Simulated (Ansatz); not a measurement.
Two G0W0 runs on CdF2 (fluorite (111) film, 3 layers).

The cell holds 9 atoms: 6 F and 3 Cd. Its edges and angles: a = 3.810 Å, b = 3.810 Å, c = 38.000 Å, α = 90.0°, β = 90.0°, γ = 120.0°. It derives from CdF2. Vacuum lies along c.

```xyz
9
Lattice="3.8099 0.0000 0.0000 -1.9049 3.2995 0.0000 0.0000 0.0000 38.0000" Properties=species:S:1:pos:R:3
F     1.9049    1.0998   21.2632
Cd    0.0000    0.0000   21.9921
F     0.0000    2.1996   22.7123
F     0.0000    2.1996   18.2702
Cd    1.9049    1.0998   19.0000
F     0.0000    0.0000   19.7298
F     0.0000    0.0000   15.2877
Cd    0.0000    2.1996   16.0079
F     1.9049    1.0998   16.7368
```

The structure was relaxed with LDA (ions only). The runs that relaxed it are not among those shown. PAW set soft_2, made with PBE.

The first (Ansatz 0.2.0; start LDA, 6×6×1 mesh, 568 empty bands, screening to 65 eV; 8 threads of Arm Neoverse V1, shared host) gave, on its mesh: starting gap 3.13 eV, G0W0 gap 6.33 eV, mean of 1 + 4πα/V (set by the cell height) 1.38, 5.7 min.

Question: The second changes empty bands from 568 to 234 and screening cutoff (eV) from 65.0 to 36. What does it give?

It gave: starting gap 3.13 eV, G0W0 gap 6.98 eV, mean of 1 + 4πα/V (set by the cell height) 1.38, 79 s. The G0W0 gap moves by +0.65 eV, +0.00 eV from the start and +0.65 eV from the correction. Σc changes by −0.43 eV at the valence top and +0.22 eV at the conduction bottom, and Σx − Vxc between them by +0.0001 eV.

Limits: not at the basis limit; coarse mesh for a sheet; d shell near the gap, gap tends to lie low; no spin-orbit coupling.

[Paths, hosts, dates, memory and timing lines, banners, echoed tables and standing remarks are left out of the program output.]

[Logs are printed without paths, hosts, clocks, repeated set-up lines and the standing remarks that a program may print on its own settings, such as how far it seeks lower states.]

[Runs of the session that timed out or met a known fault of the program may be left out.]

[Cells called generated may have been cut or substituted from an entry of the Crystallography Open Database or the Materials Project.]

[Hosts, paths, dates, database ids (printed as entryN), source tags and the programs' standing remarks are cut or masked in the printed files.]
